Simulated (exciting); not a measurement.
# Electron–core-hole interaction in the S L₂,₃ spectrum of ZnS (Wurtzite-2H)

Wanted: the near-edge spectrum and the bound core excitons at the S L₂,₃ edge of ZnS (Wurtzite-2H).

Program: exciting sodium. Level of theory: X-ray absorption, core-level Bethe-Salpeter equation, exchange and statically screened direct term, Tamm-Dancoff, all-electron LAPW+lo LDA. Results are calculated unless marked as measured.

Report form: the programs' logs are mostly left out.

The database entry behind the starting cell differs from later determinations by our own check (about 0.4 % short), so it need not match the best structure at ambient conditions.

## 1. The starting structure

The structure is hexagonal, space group P6_3mc (No. 186). Conventional cell: a = 3.811 Å, b = 3.811 Å, c = 6.234 Å, α = 90.00°, β = 90.00°, γ = 120.00°. Nearest to Zn lie 4 S at 2.31 to 2.40 Å. S has 4 Zn at 2.31 to 2.40 Å nearest. Farther neighbours and most contacts between anions are not listed.

Structure file:

```xyz
4
Lattice="3.8110 0.0000 0.0000 -1.9055 3.3004 0.0000 0.0000 0.0000 6.2340" Properties=species:S:1:pos:R:3 pbc="T T T"
Zn    1.9055    1.1001    3.1170
Zn    0.0000    2.2003    0.0000
S     1.9055    1.1001    5.5171
S     0.0000    2.2003    2.4001
```

Differences between curves are given as r.m.s. difference over r.m.s. height.

## 2. The self-consistent potential

The species files are the program's own, with muffin-tin radii set in the input.

Input file input.xml:

```
<input>
  <title>ZnS</title>
  <structure speciespath="." autormt="false" epslat="1.0e-5">
    <crystal>
      <basevect>7.2017462596 0.0000000000 0.0000000000</basevect>
      <basevect>-3.6008731298 6.2368952124 0.0000000000</basevect>
      <basevect>0.0000000000 0.0000000000 11.7805526588</basevect>
    </crystal>
    <species speciesfile="Zn.xml" rmt="2.240">
      <atom coord="0.6666666667 0.3333333333 0.5000000000"/>
      <atom coord="0.3333333333 0.6666666667 0.0000000000"/>
    </species>
    <species speciesfile="S.xml" rmt="2.002">
      <atom coord="0.6666666667 0.3333333333 0.8850000000"/>
      <atom coord="0.3333333333 0.6666666667 0.3850000000"/>
    </species>
  </structure>
  <groundstate do="fromscratch" xctype="LDA_PW" ngridk="5 5 2" rgkmax="7" gmaxvr="14" nempty="8" swidth="0.001" maxscl="100" epsengy="1e-5"/>
</input>
```

Command:

```
OMP_NUM_THREADS=1 mpirun -n 2 exciting
```

Run time: 1.9 min. Hardware: 2 MPI ranks of Arm Neoverse N1, shared host.

The mesh shows a gap of 1.98 eV. Core levels (Dirac, from the valence top):

```tsv
atom	level	energy (eV)
Zn	2s1/2	-1151.4
Zn	2p1/2	-1014.7
Zn	2p3/2	-990.9
Zn	3s1/2	-124.2
S	1s1/2	-2389.9
S	2s1/2	-203.8
S	2p1/2	-150.3
S	2p3/2	-149.1
```

## 3. A richer basis for the empty states

Each species file gets more local orbitals, built from u and its energy derivative at 0.15 Ha and u at 0.9 Ha.

input.xml is that of step 2.

Input file SPECIES.xml, added lines:

```
<lo l="L">  <!-- L = 0, 1, 2 -->
  <wf matchingOrder="0" trialEnergy="0.1500" searchE="false"/>
  <wf matchingOrder="1" trialEnergy="0.1500" searchE="false"/>
  <wf matchingOrder="0" trialEnergy="0.9000" searchE="false"/>
</lo>
```

Command:

```
OMP_NUM_THREADS=1 mpirun -n 2 exciting
```

It took 46 s on 2 MPI ranks.

Against the first ground state the total energy moves by -11 meV an atom and the gap by 0.00 eV.

## 4. Screening, kernels and BSE for S atom 3

The absorber has 3 Zn at 2.31 Å and 1 Zn at 2.40 Å (distorted tetrahedral, site symmetry 3m).

input.xml, as its differences from that of step 3:

```diff
@@ -17,3 +17,19 @@
   </structure>
-  <groundstate do="fromscratch" xctype="LDA_PW" ngridk="5 5 2" rgkmax="7" gmaxvr="14" nempty="8" swidth="0.001" maxscl="100" epsengy="1e-5"/>
+  <groundstate do="skip" xctype="LDA_PW" ngridk="5 5 2" rgkmax="7" gmaxvr="14" nempty="8" swidth="0.001" maxscl="100" epsengy="1e-5"/>
+  <xs xstype="BSE" ngridk="4 4 2" ngridq="4 4 2" vkloff="0.097 0.273 0.493" rgkmax="7" nempty="32" gqmax="3" lmaxapwwf="5" lmaxemat="3" broad="0.01654" tevout="true">
+    <energywindow intv="5.107 6.770" points="452"/>
+    <screening screentype="full" nempty="55"/>
+    <BSE xas="true" xasspecies="2" xasatom="1" xasedge="L23" bsetype="singlet" nstlxas="1 28"/>
+    <qpointset>
+      <qpoint>0 0 0</qpoint>
+    </qpointset>
+    <plan>
+      <doonly task="xsgeneigvec"/>
+      <doonly task="writepmatxs"/>
+      <doonly task="scrgeneigvec"/>
+      <doonly task="scrwritepmat"/>
+      <doonly task="screen"/>
+      <doonly task="scrcoulint"/>
+    </plan>
+  </xs>
 </input>
```

Input file input.xml for the exchange start (cutoff and plan only):

```
  gqmax="2.5"
  <plan>
    <doonly task="exccoulint"/>
  </plan>
```

Input file input.xml for the last start (plan only):

```
  <plan>
    <doonly task="bse"/>
  </plan>
```

Command:

```
OMP_NUM_THREADS=1 mpirun -n 2 exciting
OMP_NUM_THREADS=1 mpirun -n 2 exciting
OMP_NUM_THREADS=2 exciting
```

The job ended after 37 min (2 MPI ranks).

Wall time by task: xsgeneigvec 9.7 s, writepmatxs 12 s, scrgeneigvec 8.6 s, scrwritepmat 5 s, screen 4.1 min, scrcoulint 6.3 min, exccoulint 23 min, bse 3.3 min.

The S L₂,₃ spectrum of S atom 3 (energy from the Kohn–Sham onset, core level to the lowest empty state found on the meshes used, 150.97 eV; the ground-state mesh sets it, and the shifted mesh has its lowest transition 1.20 eV above it; Im ε scaled to the maximum of the singlet run; cut below the end of the band set):

```tsv
E (eV)	isotropic	ε ⊥ c	ε ∥ c
-3.0	0.02	0.02	0.02
-2.5	0.03	0.03	0.03
-2.0	0.04	0.04	0.04
-1.5	0.05	0.05	0.05
-1.0	0.07	0.07	0.08
-0.5	0.14	0.13	0.15
0.0	0.32	0.30	0.34
0.5	0.37	0.37	0.35
1.0	0.41	0.42	0.39
1.5	0.42	0.41	0.43
2.0	0.39	0.40	0.39
2.5	0.43	0.43	0.43
3.0	0.50	0.50	0.50
3.5	0.45	0.46	0.44
4.0	0.48	0.49	0.48
4.5	0.50	0.49	0.50
5.0	0.45	0.45	0.45
5.5	0.48	0.49	0.45
6.0	0.46	0.46	0.46
6.5	0.50	0.49	0.51
7.0	0.60	0.59	0.62
7.5	0.60	0.60	0.62
8.0	0.61	0.60	0.62
8.5	0.59	0.60	0.59
9.0	0.61	0.62	0.60
9.5	0.82	0.81	0.85
10.0	0.99	0.98	1.01
10.5	0.90	0.90	0.88
11.0	0.92	0.91	0.94
11.5	0.85	0.85	0.84
12.0	0.77	0.78	0.74
12.5	0.75	0.76	0.74
13.0	0.76	0.76	0.75
13.5	0.81	0.81	0.80
14.0	0.82	0.82	0.82
14.5	0.83	0.82	0.85
15.0	0.86	0.86	0.86
15.5	0.79	0.79	0.79
16.0	0.72	0.72	0.73
16.5	0.70	0.70	0.69
17.0	0.64	0.64	0.63
17.5	0.62	0.62	0.63
18.0	0.64	0.63	0.65
18.5	0.66	0.65	0.69
```

Maxima (height): 3.0 eV (0.50), 4.3 eV (0.51), 5.6 eV (0.48), 7.2 eV (0.61), 9.9 eV (1.00), 11.0 eV (0.92) and 15.0 eV (0.86); 1 lower ones aren't listed.

The Hamiltonian has 5376 rows. The lowest groups of eigenvalues and the brightest ones, on the scale above (the program counts from the shifted mesh's onset, 1.20 eV higher). Core spinors bring spin-forbidden partners, so dark means forbidden by spin or by symmetry, and the shifted mesh splits states that symmetry would keep together:

```tsv
energy (eV)	states within 10 meV	relative strength
0.122	4	1.00
0.616	2	0.12
0.631	2	0.100
0.708	2	0.062
0.721	2	0.085
0.806	4	0.062
1.388	3	0.34
9.629	4	0.34
9.818	4	0.25
9.840	7	0.22
10.886	10	0.19
17.282	14	0.22
```

## 5. Independent particles

input.xml, as its differences from that of step 4:

```diff
@@ -21,3 +21,3 @@
     <screening screentype="full" nempty="55"/>
-    <BSE xas="true" xasspecies="2" xasatom="1" xasedge="L23" bsetype="singlet" nstlxas="1 28"/>
+    <BSE xas="true" xasspecies="2" xasatom="1" xasedge="L23" bsetype="IP" nstlxas="1 28"/>
     <qpointset>
@@ -26,8 +26,3 @@
     <plan>
-      <doonly task="xsgeneigvec"/>
-      <doonly task="writepmatxs"/>
-      <doonly task="scrgeneigvec"/>
-      <doonly task="scrwritepmat"/>
-      <doonly task="screen"/>
-      <doonly task="scrcoulint"/>
+      <doonly task="bse"/>
     </plan>
```

Command:

```
OMP_NUM_THREADS=2 exciting
```

The job ended after 3 s (2 threads).

Maxima (height): 5.0 eV (0.39), 6.2 eV (0.37), 8.4 eV (0.45), 12.1 eV (0.80) and 15.9 eV (0.96); 1 lower ones aren't listed. Against the singlet run the r.m.s. difference is 32 %. Moving the earlier curve by +2.1 eV leaves 17 %. The highest maximum lies at 15.9 eV (0.96), against 9.9 eV (1.00).

## 6. Exchange alone

input.xml, as its differences from that of step 5:

```diff
@@ -21,3 +21,3 @@
     <screening screentype="full" nempty="55"/>
-    <BSE xas="true" xasspecies="2" xasatom="1" xasedge="L23" bsetype="IP" nstlxas="1 28"/>
+    <BSE xas="true" xasspecies="2" xasatom="1" xasedge="L23" bsetype="RPA" nstlxas="1 28"/>
     <qpointset>
```

Command:

```
OMP_NUM_THREADS=2 exciting
```

It took 3.3 min on 2 threads.

Maxima (height): 5.0 eV (0.37), 6.2 eV (0.35), 8.4 eV (0.42), 12.1 eV (0.76) and 16.0 eV (0.94); 1 lower ones aren't listed. Against the independent-particle run the r.m.s. difference is 4 %.

## 7. Broadening

Changed against the first singlet run: half width (eV) from 0.45 to 1.35.

input.xml, as its differences from that of step 6:

```diff
@@ -18,6 +18,6 @@
   <groundstate do="skip" xctype="LDA_PW" ngridk="5 5 2" rgkmax="7" gmaxvr="14" nempty="8" swidth="0.001" maxscl="100" epsengy="1e-5"/>
-  <xs xstype="BSE" ngridk="4 4 2" ngridq="4 4 2" vkloff="0.097 0.273 0.493" rgkmax="7" nempty="32" gqmax="3" lmaxapwwf="5" lmaxemat="3" broad="0.01654" tevout="true">
+  <xs xstype="BSE" ngridk="4 4 2" ngridq="4 4 2" vkloff="0.097 0.273 0.493" rgkmax="7" nempty="32" gqmax="3" lmaxapwwf="5" lmaxemat="3" broad="0.04961" tevout="true">
     <energywindow intv="5.107 6.770" points="452"/>
     <screening screentype="full" nempty="55"/>
-    <BSE xas="true" xasspecies="2" xasatom="1" xasedge="L23" bsetype="RPA" nstlxas="1 28"/>
+    <BSE xas="true" xasspecies="2" xasatom="1" xasedge="L23" bsetype="singlet" nstlxas="1 28"/>
     <qpointset>
```

Command:

```
OMP_NUM_THREADS=2 exciting
```

The job ended after 3.2 min (2 threads).

Against the singlet run the r.m.s. difference is 12 %. The highest maximum lies at 10.7 eV (0.78), against 9.9 eV (1.00). Only the width of each line changes; the area stays. A table step wider than the lines misses their tops.

```tsv
E (eV)	first run	this run
-8.0	0.01	0.02
-7.0	0.01	0.03
-6.0	0.01	0.03
-5.0	0.01	0.04
-4.0	0.02	0.05
-3.0	0.02	0.07
-2.0	0.04	0.09
-1.0	0.07	0.15
0.0	0.32	0.26
1.0	0.41	0.34
2.0	0.39	0.39
3.0	0.50	0.42
4.0	0.48	0.45
5.0	0.45	0.46
6.0	0.46	0.49
7.0	0.60	0.54
8.0	0.61	0.59
9.0	0.61	0.66
10.0	0.99	0.76
11.0	0.92	0.78
12.0	0.77	0.75
13.0	0.76	0.73
14.0	0.82	0.74
15.0	0.86	0.73
16.0	0.72	0.68
17.0	0.64	0.63
18.0	0.64	0.60
```

## 8. Local-field cutoff

Changed against the first singlet run: cutoff of the screened term (bohr⁻¹) from 3 to 1.5 and cutoff of the exchange term (bohr⁻¹) from 2.5 to 1.5.

input.xml, as its differences from that of step 7:

```diff
@@ -18,3 +18,3 @@
   <groundstate do="skip" xctype="LDA_PW" ngridk="5 5 2" rgkmax="7" gmaxvr="14" nempty="8" swidth="0.001" maxscl="100" epsengy="1e-5"/>
-  <xs xstype="BSE" ngridk="4 4 2" ngridq="4 4 2" vkloff="0.097 0.273 0.493" rgkmax="7" nempty="32" gqmax="3" lmaxapwwf="5" lmaxemat="3" broad="0.04961" tevout="true">
+  <xs xstype="BSE" ngridk="4 4 2" ngridq="4 4 2" vkloff="0.097 0.273 0.493" rgkmax="7" nempty="32" gqmax="1.5" lmaxapwwf="5" lmaxemat="3" broad="0.01654" tevout="true">
     <energywindow intv="5.107 6.770" points="452"/>
@@ -26,3 +26,6 @@
     <plan>
-      <doonly task="bse"/>
+      <doonly task="xsgeneigvec"/>
+      <doonly task="screen"/>
+      <doonly task="scrcoulint"/>
+      <doonly task="exccoulint"/>
     </plan>
```

Input file input.xml for the last start (plan only):

```
  <plan>
    <doonly task="bse"/>
  </plan>
```

Command:

```
OMP_NUM_THREADS=1 mpirun -n 2 exciting
OMP_NUM_THREADS=2 exciting
```

Wall time 11 min (2 MPI ranks).

These settings are cheaper. The spectrum differs from the singlet run by 11 % r.m.s. The first bright state moves from 0.12 to 0.38 eV. The kernels miss the short-range part of the Coulomb interaction, its components above their cutoff.

```tsv
E (eV)	first run	this run
-3.0	0.02	0.02
-2.0	0.04	0.04
-1.0	0.07	0.07
0.0	0.32	0.22
1.0	0.41	0.48
2.0	0.39	0.53
3.0	0.50	0.63
4.0	0.48	0.58
5.0	0.45	0.51
6.0	0.46	0.51
7.0	0.60	0.66
8.0	0.61	0.63
9.0	0.61	0.63
10.0	0.99	0.94
11.0	0.92	0.87
12.0	0.77	0.69
13.0	0.76	0.69
14.0	0.82	0.75
15.0	0.86	0.79
16.0	0.72	0.66
17.0	0.64	0.59
18.0	0.64	0.60
```

## 9. Coarser mesh

Changed against the first singlet run: k mesh from 4×4×2 to 3×3×1.

input.xml, as its differences from that of step 8:

```diff
@@ -18,3 +18,3 @@
   <groundstate do="skip" xctype="LDA_PW" ngridk="5 5 2" rgkmax="7" gmaxvr="14" nempty="8" swidth="0.001" maxscl="100" epsengy="1e-5"/>
-  <xs xstype="BSE" ngridk="4 4 2" ngridq="4 4 2" vkloff="0.097 0.273 0.493" rgkmax="7" nempty="32" gqmax="1.5" lmaxapwwf="5" lmaxemat="3" broad="0.01654" tevout="true">
+  <xs xstype="BSE" ngridk="3 3 1" ngridq="3 3 1" vkloff="0.097 0.273 0.493" rgkmax="7" nempty="32" gqmax="3" lmaxapwwf="5" lmaxemat="3" broad="0.01654" tevout="true">
     <energywindow intv="5.107 6.770" points="452"/>
@@ -27,5 +27,7 @@
       <doonly task="xsgeneigvec"/>
+      <doonly task="writepmatxs"/>
+      <doonly task="scrgeneigvec"/>
+      <doonly task="scrwritepmat"/>
       <doonly task="screen"/>
       <doonly task="scrcoulint"/>
-      <doonly task="exccoulint"/>
     </plan>
```

Input file input.xml for the exchange start (cutoff and plan only):

```
  gqmax="2.5"
  <plan>
    <doonly task="exccoulint"/>
  </plan>
```

Input file input.xml for the last start (plan only):

```
  <plan>
    <doonly task="bse"/>
  </plan>
```

Command:

```
OMP_NUM_THREADS=1 mpirun -n 2 exciting
OMP_NUM_THREADS=1 mpirun -n 2 exciting
OMP_NUM_THREADS=2 exciting
```

Elapsed: 9.1 min, on 2 MPI ranks.

These settings are cheaper. The spectrum differs from the singlet run by 16 % r.m.s. The highest maximum lies at 14.5 eV (1.05), against 9.9 eV (1.00). The first bright state moves from 0.12 to 0.18 eV. The lowest bare transition of this run lies at 1.47 eV, against 1.20. A coarse mesh samples few band energies, and it inflates the long-range part of the attraction.

```tsv
E (eV)	first run	this run
-3.0	0.02	0.02
-2.0	0.04	0.04
-1.0	0.07	0.08
0.0	0.32	0.33
1.0	0.41	0.45
2.0	0.39	0.43
3.0	0.50	0.39
4.0	0.48	0.48
5.0	0.45	0.44
6.0	0.46	0.47
7.0	0.60	0.38
8.0	0.61	0.80
9.0	0.61	0.73
10.0	0.99	0.82
11.0	0.92	0.79
12.0	0.77	0.87
13.0	0.76	0.83
14.0	0.82	0.86
15.0	0.86	0.92
16.0	0.72	0.83
17.0	0.64	0.66
18.0	0.64	0.67
```

## 10. The levels of theory side by side

```tsv
level	curve passes 0.15 (eV)	highest maximum (eV)	its height
IP	1.3	15.9	0.96
RPA	1.3	16.0	0.94
singlet	-0.4	9.9	1.00
```

```tsv
E (eV)	IP	RPA	singlet
-3.0	0.01	0.01	0.02
-2.0	0.02	0.01	0.04
-1.0	0.02	0.02	0.07
0.0	0.04	0.03	0.32
1.0	0.10	0.10	0.41
2.0	0.24	0.22	0.39
3.0	0.27	0.25	0.50
4.0	0.34	0.32	0.48
5.0	0.39	0.37	0.45
6.0	0.36	0.34	0.46
7.0	0.34	0.32	0.60
8.0	0.43	0.41	0.61
9.0	0.42	0.40	0.61
10.0	0.48	0.44	0.99
11.0	0.74	0.69	0.92
12.0	0.79	0.76	0.77
13.0	0.74	0.72	0.76
14.0	0.75	0.73	0.82
15.0	0.82	0.80	0.86
16.0	0.95	0.94	0.72
17.0	0.92	0.93	0.64
18.0	0.81	0.83	0.64
```

## 11. Summary of results

- absorber and edge: S L₂,₃, atom 3
- surroundings: 3 Zn at 2.31 Å and 1 Zn at 2.40 Å (distorted tetrahedral, site symmetry 3m)
- first bright state: 0.12 eV from the Kohn–Sham onset, on this mesh
- highest maximum: 9.9 eV
- cost of the BSE run: 37 min on 2 MPI ranks of Arm Neoverse N1, shared host; the last task ran on as many threads

What this shows: Is a core exciton bound? Undecided on this mesh: the first bright state (over 5 % of the brightest) lies at 0.12 eV from the Kohn–Sham onset and at -1.08 eV from the lowest bare transition of its own mesh. Changing the half width (eV) from 0.45 to 1.35 alters the spectrum by 12 % r.m.s. Exchange alone changes the independent-particle spectrum by 4 % r.m.s. A mesh of 32 points doesn't converge binding energies, and fine structure above the first lines is partly noise of the mesh. Exchange and the short-range direct term aren't converged in the kernel cutoff. The zero comes from the unshifted 5×5×2 ground-state mesh; it is exact only where the band minimum lies on that mesh. The conduction states carry no spin here, so the exchange coupling to the spinor core hole is only partly held. The Kohn–Sham onset, 151 eV, is no photon energy (tabulated edge of the element: 162.5 eV): the scale needs a rigid shift. No quasiparticle correction widens the gap or stretches the bands. Vibrations and energy-dependent lifetimes are left out. The structure is a published determination, not relaxed.

[Logs are printed without paths, hosts, clocks, repeated set-up lines and the standing remarks that a program may print on its own settings, such as how far it seeks lower states.]

[Hosts, paths, dates, database ids (printed as entryN), source tags and the programs' standing remarks are cut or masked in the printed files.]
